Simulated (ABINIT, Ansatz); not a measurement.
# Calculated records

### How the form of the self-energy moves the gap of Ba2MgH6 (P-3m1)

Symmetry: P-3m1, No. 164, trigonal system. The conventional cell has a = 5.718 Å, b = 5.718 Å, c = 4.538 Å, α = 90.00°, β = 90.00°, γ = 120.00°. Nearest to Ba lie 12 H at 2.75 to 2.87 Å. Nearest to Mg lie 6 H at 1.97 Å. H has 1 Mg at 1.97 Å and 4 H at 2.65 to 2.80 Å and 4 Ba at 2.75 to 2.87 Å nearest. Farther neighbours, and contacts between anions beyond the nearest, are not listed.

| Property | Result |
| --- | --- |
| method | RPA screening on LDA, plane waves, norm-conserving pseudopotentials (and 3 further levels or steps) |
| program | ABINIT 10.8.3 |
| settings | cutoff 38 Ha, PseudoDojo scalar-relativistic 0.4.1 standard, norm-conserving, ngkpt (3, 3, 2), nband 103, ecuteps 4.2 Ha, gwcalctyp 2, nfreqre 16, nfreqim 8, inclvkb 2, freqremax 40 eV, spmeth 1, nomegasf 120, shiftk (0, 0, 0), frequency cd, 3×3×2 k-mesh |
| cost | 8 runs, 4.6 min in all on 4 MPI ranks of Arm Neoverse V2, shared host |
| notes | The program’s warnings: Min real frequency set to default [Ha] = and nkpt*nsppol () is not a multiple of nproc spkpt (). The cell and positions are those that the Materials Project relaxed with its own functionals (PBE, PBE+U or r2SCAN), kept fixed. Limits: no spin-orbit coupling. Static COHSEX lies above G0W0: it lacks the factor Z and overstates the Coulomb hole of the filled states. The 3×3×2 mesh is coarse for this cell, which bears on the long-range parts of exchange and screening. |
| G0W0, Godby-Needs plasmon pole | 4.190 eV |
| G0W0, von der Linden-Horsch plasmon pole | 4.235 eV |
| G0W0, Hybertsen-Louie plasmon pole | 4.040 eV |
| one-shot COHSEX | 4.973 eV |
| G0W0, contour deformation | 4.127 eV |
| known limits | short of the basis limit; no spin-orbit coupling; coarse k mesh |

G0W0, von der Linden-Horsch plasmon pole: +0.045 eV against G0W0, Godby-Needs plasmon pole. G0W0, Hybertsen-Louie plasmon pole: −0.150 eV against G0W0, Godby-Needs plasmon pole.

[Paths, hosts, dates, memory and timing lines, banners, echoed tables and standing remarks are left out of the program output; an Ansatz launch command may be rebuilt from the run's recorded settings. Measured values are a selection of at most five: reports struck by readers or far from the other reports are left out. None is set beside runs whose start may be inverted or whose files or cutoffs have a known fault.]

[Runs of the session that timed out or met a known fault of the program may be left out.]

[Hosts, paths, dates, database ids (printed as entryN), source tags and the programs' standing remarks are cut or masked in the printed files.]

[G0W0 gaps are taken among the corrected bands and points alone; a level outside them can change the order at an edge.]

[Where Ansatz stands beside ABINIT at settings called matched, ABINIT's density can come from a denser mesh and the files from another edition; pairs whose starting gaps differed by over 0.03 eV were left out, so agreement reads better than it is.]
